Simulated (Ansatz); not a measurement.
# One crystal, many levels of theory: BiB (4H polytype) (P6_3mc)

Wanted: a ladder of band gaps for BiB (4H polytype) (P6_3mc), from density functionals to G0W0.

Method: density functionals, hybrids and G0W0, plane waves, PAW, in Ansatz 0.2.0.

This is a report of a sequence of runs, with most program output left out.

The structure was built from a prototype and need not be the compound's stable phase.

In doubt: masses and optical values from hybrid runs of this build are listed as unsure (step 6), which bears on the screening that GW takes from such a start; the program warns that the response may not be converged on this k-mesh (in some of the runs), which bears on dielectric and field responses.

## Step 1: Starting point

It takes space group P6_3mc (No. 186, hexagonal). The conventional cell has a = 3.896 Å, b = 3.896 Å, c = 12.760 Å, α = 90.00°, β = 90.00°, γ = 120.00°. Nearest to B lie 4 Bi at 2.38 to 2.39 Å. B has 4 Bi at 2.39 to 2.40 Å nearest. Nearest to Bi lie 4 B at 2.38 to 2.39 Å. Nearest to Bi lie 4 B at 2.39 to 2.40 Å. It derives from B1Bi1. Farther neighbours are not listed.

The structure was relaxed with PBE. The structure type comes from a generator and need not be one that this composition takes. The runs that relaxed it are not among those shown. Spin-orbit coupling is left out unless a step names it. The default PAW set here is soft_2. Its files were made with PBE.

## Step 2: PBE on the 12×12×2 mesh

Levels along a band path and on the mesh show where this functional puts the band edges.

This step: DFT, PBE, plane waves, PAW.

Input file input.yaml:

```yaml
crystal:
  lattice:
    - [3.8956272968, 0.0, 0.0]
    - [-1.9478136484, 3.3737122027, 0.0]
    - [0.0, 0.0, 12.7602919113]
  atoms:
    - { symbol: B, position: [0.0, 0.0, 0.0004571309] }
    - { symbol: B, position: [0.3333333333, 0.6666666667, 0.2494352804] }
    - { symbol: B, position: [0.0, 0.0, 0.5004571309] }
    - { symbol: B, position: [0.6666666667, 0.3333333333, 0.7494352804] }
    - { symbol: Bi, position: [0.0, 0.0, 0.187221663] }
    - { symbol: Bi, position: [0.3333333333, 0.6666666667, 0.4378859257] }
    - { symbol: Bi, position: [0.0, 0.0, 0.687221663] }
    - { symbol: Bi, position: [0.6666666667, 0.3333333333, 0.9378859257] }
kpoints:
  mp_grid: { grid: [12, 12, 2] }
  band_path:
    path:
      - [[0.0, 0.0, 0.0], [0.5, 0.0, 0.0], [0.33333333, 0.33333333, 0.0], [0.0, 0.0, 0.0], [0.0, 0.0, 0.5], [0.5, 0.0, 0.5], [0.33333333, 0.33333333, 0.5], [0.0, 0.0, 0.5]]
      - [[0.5, 0.0, 0.5], [0.5, 0.0, 0.0]]
      - [[0.33333333, 0.33333333, 0.5], [0.33333333, 0.33333333, 0.0]]
    npoints: 10
hamiltonian:
  xc: pbe
scf:
  occupations: { method: fermi_dirac, width: 0.02 }
  n_extra_bands: 6
output:
  eigenvalues: true
  forces: true
  stress: true
  write_density: true
  write_potential: true
  elf: true
  volumetric_format: npy
```

On the command line:

```console
$ ansatz run input.yaml --threads 8 --pin off --max-ram 17510MiB --backend cpu --events-out ev --progress --plain --runs-dir out
```

Wall time 8.9 s (8 threads of Arm Neoverse V2, shared host); peak memory 0.9 GiB; 69 s of CPU time.

This step gave:

* pressure: 0.1335 GPa
* filled bands: 36
* gap: 0.1856 eV
* valence top at: Γ
* conduction bottom at: k = (0.000, 0.000, 0.050)
* least direct gap: 0.1895 eV

Over mesh and path the gap is 0.186 eV, from k = Γ to k = (0.000, 0.000, 0.050). The least direct gap found is 0.189 eV, at k = Γ.

## Step 3: PBE+SOC on the 12×12×2 mesh

This run has two-component orbitals with spin-orbit coupling.

This step: DFT, PBE with spin-orbit coupling, plane waves, PAW.

input.yaml, the sections that differ from step 2:

```yaml
kpoints:
  mp_grid: { grid: [12, 12, 2] }
  band_path:
    path:
      - [0.0, 0.0, 0.0]
      - [0.5, 0.0, 0.0]
      - [0.33333333, 0.33333333, 0.0]
      - [0.0, 0.0, 0.5]
      - [0.5, 0.0, 0.5]
      - [0.33333333, 0.33333333, 0.5]
      - [0.0, 0.0, 0.05]
    npoints: 1
scf:
  occupations: { method: fermi_dirac, width: 0.02 }
  n_extra_bands: 12
magnetization:
  noncollinear: true
  spin_orbit: true
output:
  eigenvalues: true
  forces: true
  stress: true
# crystal, hamiltonian: as in step 2
```

Elapsed: 29 s, on 8 threads; peak memory 2.7 GiB.

Numbers from this step:

* pressure: 0.09493 GPa
* gap: 0.01447 eV
* valence top at: Γ
* conduction bottom at: k = (0.000, 0.000, 0.050)
* least direct gap: 0.01812 eV

Over mesh and listed points the gap is 0.014 eV, from k = Γ to k = (0.000, 0.000, 0.050). The least direct gap found is 0.018 eV, at k = (0.000, 0.000, 0.050). A gap this narrow can be one between bands that have crossed; their order was not checked. It is no wider than five times the smearing of 0.02 eV. PBE+SOC against PBE: 0.014 − 0.186 = −0.172 eV, with the same mesh, set of files (read in its fully relativistic form for the spin-orbit run) and cutoff, and both edges at the same k points. The spin-orbit run sees mesh and listed points alone, so its gap is an upper bound: the coupling can move an edge off these points, the more so as this crystal has no centre of inversion, and the change over the zone, its sign included where it is small, is not known. The order of the bands was not checked, so with a gap cut this far they may have crossed.

## Step 4: HSE06 on the 6×6×2 mesh

HSE06 mixes in a quarter of exact exchange at short range.

This step: DFT, HSE06, plane waves, PAW.

input.yaml: that of step 3 with these lines changed.

```diff
@@ -15,3 +15,3 @@
 kpoints:
-  mp_grid: { grid: [12, 12, 2] }
+  mp_grid: { grid: [6, 6, 2] }
   band_path:
@@ -27,12 +27,11 @@
 hamiltonian:
-  xc: pbe
+  xc: hse06
 scf:
-  occupations: { method: fermi_dirac, width: 0.02 }
-  n_extra_bands: 12
-magnetization:
-  noncollinear: true
-  spin_orbit: true
+  occupations: { method: fixed }
+  n_extra_bands: 6
 output:
   eigenvalues: true
-  forces: true
-  stress: true
+  write_density: true
+  write_potential: true
+  elf: true
+  volumetric_format: npy
```

It took 67 s on 8 threads; peak memory 3.5 GiB.

Numbers from this step:

| Quantity | Value |
| --- | --- |
| gap | 0.6828 eV |
| valence top at | Γ |
| conduction bottom at | Γ |
| least direct gap | 0.6828 eV |
| exact-exchange fraction | 0.25 |

Over mesh and listed points the gap is 0.683 eV, direct, at k = Γ. HSE06 against PBE: 0.683 − 0.186 = +0.497 eV. The runs also differ in mesh (12×12×2 and 6×6×2) and occupations, and the conduction bottom lies at another k point, so how much of this comes from the functional alone is not known.

## Step 5: G0W0@PBE, 6×6×2 mesh, 500 empty bands, screening to 120 eV

G0W0 replaces the xc potential by a self-energy built once from the orbitals of the start. Levels are corrected in the window of bands that the input names, at points of the mesh.

This step: G0W0 on PBE, plane waves, PAW.

input.yaml: that of step 4 with these lines changed.

```diff
@@ -16,22 +16,11 @@
   mp_grid: { grid: [6, 6, 2] }
-  band_path:
-    path:
-      - [0.0, 0.0, 0.0]
-      - [0.5, 0.0, 0.0]
-      - [0.33333333, 0.33333333, 0.0]
-      - [0.0, 0.0, 0.5]
-      - [0.5, 0.0, 0.5]
-      - [0.33333333, 0.33333333, 0.5]
-      - [0.0, 0.0, 0.05]
-    npoints: 1
 hamiltonian:
-  xc: hse06
+  xc: pbe
 scf:
   occupations: { method: fixed }
-  n_extra_bands: 6
-output:
-  eigenvalues: true
-  write_density: true
-  write_potential: true
-  elf: true
-  volumetric_format: npy
+gw:
+  n_empty_bands: 500
+  ecut_chi: 120.0
+  qp_bands: [v2, c2]
+  qp_kpoints: band_edges
+  screening: { model: contour_deformation }
```

Wall time 9.7 min (8 threads); peak memory 6.9 GiB.

This step gave:

```yaml
bands_summed: 536
rpa_eps_infinity_on_this_mesh_eigenvalues: 103.5, 283.4, 283.4
plane_waves_in_the_screening_matrix: 515
g0w0_gap_over_the_corrected_points: 0.4786 eV
k_of_the_valence_top: 0, 0, 0
k_of_the_conduction_bottom: 0, 0, 0
starting_gap_on_the_mesh: 0.1879 eV
z_at_the_valence_top: 0.7363
z_at_the_conduction_bottom: 0.7380
least_direct_g0w0_gap_over_the_corrected_points: 0.4786 eV
```

Over 9 of 14 irreducible mesh points the G0W0 gap is 0.479 eV, direct, at k = Γ. The PBE gap of this run on the mesh is 0.188 eV. The two states that bound the G0W0 gap lie that far apart at the start, so the correction of the gap is 0.479 − 0.188 = +0.291 eV.

## Step 6: G0W0@HSE06, 6×6×2 mesh, 500 empty bands, screening to 120 eV

This step: G0W0 on HSE06, plane waves, PAW.

input.yaml: that of step 5 with these lines changed.

```diff
@@ -17,3 +17,3 @@
 hamiltonian:
-  xc: pbe
+  xc: hse06
 scf:
```

Wall time 13 min (8 threads); peak memory 5 GiB; 1.5 h of CPU time.

This step gave:

```
bands summed                                    : 536
RPA ε∞ on this mesh (eigenvalues)               : 17.23, 20.71, 20.71
plane waves in the screening matrix             : 515
G0W0 gap over the corrected points              : 0.7381 eV
k of the valence top                            : 0, 0, 0
k of the conduction bottom                      : 0, 0, 0
starting gap on the mesh                        : 0.6828 eV
Z at the valence top                            : 0.7776
Z at the conduction bottom                      : 0.7808
least direct G0W0 gap over the corrected points : 0.7381 eV
```

Over 9 of 14 irreducible mesh points the G0W0 gap is 0.738 eV, direct, at k = Γ. The HSE06 gap of this run on the mesh is 0.683 eV. The two states that bound the G0W0 gap lie that far apart at the start, so the correction of the gap is 0.738 − 0.683 = +0.055 eV. G0W0@HSE06 against G0W0@PBE with 536 bands: 0.738 − 0.479 = +0.259 eV, with the same mesh, files and cutoffs, and both edges at the same k points.

## Step 7: The ladder

Each gap is the least one over the points named; times are wall times on shared hosts, not benchmarks. A G0W0 time includes the run's own self-consistent start. Runs with listed points see these and the mesh alone, so an edge that moves elsewhere is missed. Rows marked * are further runs, not shown as steps, whose inputs differ from the G0W0 step on the same start in the columns given; solver thresholds can differ too. Rows marked ? have an edge level that the program doubts.

```
     level     mesh       files, cutoff  bands summed, screening                           points  gap (eV)  valence top      conduction bottom  least direct gap (eV)     time
       PBE  12×12×2  soft_2 PAW, 420 eV                        -                    mesh and path     0.186            Γ  (0.000, 0.000, 0.050)                  0.189    8.9 s
   PBE+SOC  12×12×2  soft_2 PAW, 420 eV                        -           mesh and listed points     0.014            Γ  (0.000, 0.000, 0.050)                  0.018     29 s
     HSE06    6×6×2  soft_2 PAW, 420 eV                        -           mesh and listed points     0.683            Γ                      Γ                  0.683     67 s
G0W0@PBE*?    6×6×2  soft_2 PAW, 420 eV               118, 36 eV  9 of 14 irreducible mesh points     0.372            Γ                      Γ                  0.372     30 s
 G0W0@PBE*    6×6×2  soft_2 PAW, 420 eV               268, 72 eV  9 of 14 irreducible mesh points     0.466            Γ                      Γ                  0.466  1.8 min
  G0W0@PBE    6×6×2  soft_2 PAW, 420 eV              536, 120 eV  9 of 14 irreducible mesh points     0.479            Γ                      Γ                  0.479  9.7 min
G0W0@HSE06    6×6×2  soft_2 PAW, 420 eV              536, 120 eV  9 of 14 irreducible mesh points     0.738            Γ                      Γ                  0.738   13 min
```

## Step 8: Summary of results

```yaml
pbe_over_mesh_and_path: 0.186 eV
pbe_soc_over_mesh_and_listed_points: 0.014 eV
hse06_over_mesh_and_listed_points: 0.683 eV
g0w0_pbe_536_bands_6x6x2_over_9_of_14_irreducible_mesh_points: 0.479 eV
g0w0_hse06_over_9_of_14_irreducible_mesh_points: 0.738 eV
known_limits: finite bands, screening cutoff and k mesh; no spin-orbit coupling in G0W0; band order with spin-orbit coupling not checked; large ε∞ on the G0W0 mesh; screening cutoff under 40 eV in some runs
```

In words: The rows run from 0.014 eV (PBE+SOC) to 0.738 eV (G0W0@HSE06). They differ in mesh, bands and screening cutoff of G0W0 and the points over which the gap was sought as well as in level, so only pairs that share these are like for like. PBE+SOC against PBE: 0.014 − 0.186 = −0.172 eV, with the same mesh, set of files (read in its fully relativistic form for the spin-orbit run) and cutoff, and both edges at the same k points. The spin-orbit run sees mesh and listed points alone, so its gap is an upper bound: the coupling can move an edge off these points, the more so as this crystal has no centre of inversion, and the change over the zone, its sign included where it is small, is not known. The order of the bands was not checked, so with a gap cut this far they may have crossed. G0W0@HSE06 against G0W0@PBE with 536 bands: 0.738 − 0.479 = +0.259 eV, with the same mesh, files and cutoffs, and both edges at the same k points. G0W0@PBE (536 bands, 6×6×2) moves the gap of its own start on the mesh by 0.479 − 0.188 = +0.291 eV, between the same two levels. Over mesh and path, PBE puts the conduction bottom at k = (0.000, 0.000, 0.050), where no G0W0 correction was computed. The G0W0 gap over the whole zone is therefore not known from this run; at its settings it can only be equal to or under the 0.479 eV found, and no correction is carried over from another point. For the start itself the gap is 0.186 eV over mesh and path and 0.188 eV on the mesh of the G0W0 run, in runs that differ in mesh (12×12×2 and 6×6×2) and occupations. G0W0@HSE06 moves the gap of its own start on the mesh by 0.738 − 0.683 = +0.055 eV, between the same two levels. Both edges that HSE06 shows over mesh and listed points lie at k points where levels were corrected. Levels at other points were not corrected, so a lower G0W0 gap elsewhere in the zone is not ruled out. What spin-orbit coupling does to the G0W0 levels was not computed, so no sum with the G0W0 gap is formed. For G0W0@PBE: from 118 bands and 36 eV to 536 bands and 120 eV the gap moves by 0.479 − 0.372 = +0.107 eV (rung by rung 0.372, 0.466, 0.479 eV); bands and screening cutoff rise together, so their parts are not told apart. An edge row is in doubt in the run with 118 bands, so no limit is drawn and it is not known. The other G0W0 rows are shown at one basis each (536 bands), so their distance from the limit is not known here. The G0W0 runs are scalar-relativistic. With heavy atoms and a narrow start gap, spin-orbit coupling can change the order of the bands at the edges; the order was not checked, and the scalar-relativistic G0W0 gap may be a model value. The largest eigenvalue of the RPA ε∞ is large: 283 in G0W0@PBE (6×6×2, 536 bands), 294 in G0W0@PBE (6×6×2, 118 bands) and 284 in G0W0@PBE (6×6×2, 268 bands). A perturbation-theory run of this series on PBE, not shown as a step (6×6×2 (response on 1944 points) mesh, soft_2 PAW), gives 17.5 and 17.6 (stated error 0.9), so a mesh with so large a value overstates the long-range screening, which bears on the G0W0 gap by an amount not known here. No pair of G0W0 runs that differ in the mesh alone is shown (6×6×2 is a supercell whose nearest images lie 23 Å apart), so the error from the mesh is not known here. G0W0 is shown with one set of atomic data (soft_2 PAW), so the error from the files is not known here. A screening cutoff under 40 eV is crude: G0W0@PBE with 118 bands at 36 eV. Failed or unusable runs of this series, left out of the table: G0W0@PBE (6×6×2 mesh, hard PAW files, 710 eV, 741 empty bands) reached its time limit after 4.5 min.

[Paths, hosts, dates, memory and timing lines, banners, echoed tables and standing remarks are left out of the program output.]

[Logs are printed without paths, hosts, clocks, repeated set-up lines and the standing remarks that a program may print on its own settings, such as how far it seeks lower states.]

[Runs of the session that timed out or met a known fault of the program may be left out.]

[Cells called generated may have been cut or substituted from an entry of the Crystallography Open Database or the Materials Project.]

[Hosts, paths, dates, database ids (printed as entryN), source tags and the programs' standing remarks are cut or masked in the printed files.]

[Where an RPA ε∞ is given, it is that of the G0W0 mesh and is not shown converged in it. Names of k-points follow the symmetry that the program found, which can be lower than the space group named. Band edges on a path are those of the sampled points; other points can move an edge, and change direct to indirect where valleys lie close.]

[Hybrid gaps are those of their k-mesh and are not shown converged in it.]
